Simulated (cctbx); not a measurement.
**X-rays or neutrons for the lightest atoms?**

Cell a = 6.6930 Å, b = 6.6930 Å, c = 6.0640 Å, α = 90.00°, β = 90.00°, γ = 120.00°; space group P-3m1 (no. 164); content I2 Cu3 Co1 O6 H6. The heavier atoms are placed; H is still missing.

The data are simulated with cctbx, not measured: Mo Kα, λ = 0.71073 Å, to d = 0.65 Å, 95 % of the full sphere, strongest reflection 20000 counts, noise from counting, a 6 % proportional error and a noise floor of 2 counts (s.d.); no absorption.

Refinement without H (map in e/Å³):

```text
Rint 0.051, 367 unique reflections to 0.65 A
cycle     R1     wR2    GooF  max shift (A)
   1  0.2201  0.5180  18.774   0.03745
   2  0.0124  0.0311   1.126   0.00011
final R1 0.0124 wR2 0.0311 GooF 1.126  parameters 7  data/parameter 52.4
atom        x        y        z      Ueq    occ   su(xyz)  su(Uiso or U11)
I1     0.33333  0.66667  0.64018   0.0034  1.000  0.00003  0.0001
Cu1    0.50000  0.50000  0.00000   0.0035  1.000  0.00000  0.0001
Co1    0.00000  0.00000  0.00000   0.0051  1.000  0.00000  0.0001
O1     0.34948  0.17474  0.85152   0.0054  1.000  0.00023  0.0002
difference map: max 1.04 min -0.70 rms 0.15
Q1    0.1979  0.3958  0.2732    6    1.04  0.80 A from O1
Q2    0.3333  0.6667  0.6393    2    0.69  0.01 A from I1
Q3    0.0000  0.0000  0.0986    2    0.60  0.60 A from Co1
Q4    0.0000  0.4469  0.0000    6    0.40  0.36 A from Cu1
Q5    0.3333  0.6667  0.9716    2    0.40  1.94 A from Cu1
Q6    0.2748  0.5495  0.2697    6    0.40  1.37 A from O1
Q7    0.0686  0.3506  0.7266   12    0.37  1.64 A from O1
Q8    0.2369  0.4738  0.7691    6    0.35  1.36 A from I1
```

Simulated single-crystal data (cctbx): neutrons of λ = 0.95 Å, to d = 0.8 Å, 95 % of the full sphere, strongest reflection 5000 counts, noise from counting, a 6 % proportional error and a noise floor of 2 counts (s.d.); no absorption.

Refinement without H (map in fm/Å³; only maxima are listed):

```text
Rint 0.053, 209 unique reflections to 0.80 A
cycle     R1     wR2    GooF  max shift (A)
   1  0.5211  0.8407  24.297   0.03667
   8  0.4664  0.7896  22.819   0.00000
final R1 0.5133 wR2 0.8314 GooF 24.029  parameters 7  data/parameter 29.9
atom        x        y        z      Ueq    occ   su(xyz)  su(Uiso or U11)
I1     0.33333  0.66667  0.64689   0.0103  1.000  0.00537  0.0079
Cu1    0.50000  0.50000  0.00000   0.0155  1.000  0.00000  0.0068
Co1    0.00000  0.00000  0.00000   0.0293  1.000  0.00000  0.0284
O1     0.34729  0.17365  0.84883   0.0123  1.000  0.00354  0.0062
difference map: max 37.59 min -22.18 rms 2.92
Q1    0.0000  0.5000  0.0000    3   37.59  0.00 A from Cu1
Q2    0.1772  0.3544  0.1465    6   29.29  0.05 A from O1
Q3    0.3333  0.6667  0.6404    2   25.53  0.04 A from I1
Q4    0.0000  0.0000  0.0000    1   14.26  0.00 A from Co1
Q5    0.1613  0.3226  0.9521    6    7.03  1.22 A from O1
Q6    0.0000  0.0000  0.1957    2    5.50  1.19 A from Co1
Q7    0.1144  0.4078  0.0076   12    5.34  1.11 A from O1
Q8    0.3333  0.6667  0.3481    2    5.16  1.81 A from I1
```

**Question.** Where is H, and which data fix it better?

H sits at (0.7967, 0.5935, 0.7177). Adding it takes R1 from 0.012 to 0.011 with X-rays and from 0.513 to 0.016 with neutrons. Its largest coordinate s.u. is 0.00680 with X-rays and 0.00014 with neutrons, so neutrons fix it better in these data. In the X-ray map Q1 marks it. No listed neutron peak is on it. Natural H has a negative scattering length, so it shows as a hole in the neutron map (minimum -22.2), not among the maxima.

Final neutron refinement:

```text
Rint 0.053, 209 unique reflections to 0.80 A
cycle     R1     wR2    GooF  max shift (A)
   1  0.1276  0.2923   8.511   0.01209
   2  0.0156  0.0374   1.088   0.00000
final R1 0.0156 wR2 0.0374 GooF 1.088  parameters 10  data/parameter 20.9
atom        x        y        z      Ueq    occ   su(xyz)  su(Uiso or U11)
I1     0.33333  0.66667  0.64025   0.0031  1.000  0.00012  0.0002
Cu1    0.50000  0.50000  0.00000   0.0035  1.000  0.00000  0.0002
Co1    0.00000  0.00000  0.00000   0.0049  1.000  0.00000  0.0005
O1     0.34957  0.17478  0.85156   0.0054  1.000  0.00008  0.0002
H1     0.79672  0.59344  0.71719   0.0157  1.000  0.00014  0.0002
difference map: max 0.26 min -0.25 rms 0.07
Q1    0.0729  0.1457  0.1573    6    0.27  1.18 A from O1
Q2    0.0000  0.0000  0.5000    1    0.26  2.70 A from H1
Q3    0.2471  0.4941  0.6904    6    0.24  1.05 A from I1
Q4    0.0751  0.5375  0.9888    6    0.23  0.44 A from Cu1
Q5    0.3333  0.6667  0.8205    2    0.23  1.09 A from I1
Q6    0.1736  0.3471  0.6820    6    0.22  1.87 A from I1
```

The model was made for the exercise: a known structure type with other elements put in, its volume estimated, not relaxed; displacement parameters are assumed.

[Middle refinement cycles are left out of these outputs.]

[Logs are printed without paths, hosts, clocks, repeated set-up lines and the standing remarks that a program may print on its own settings, such as how far it seeks lower states.]
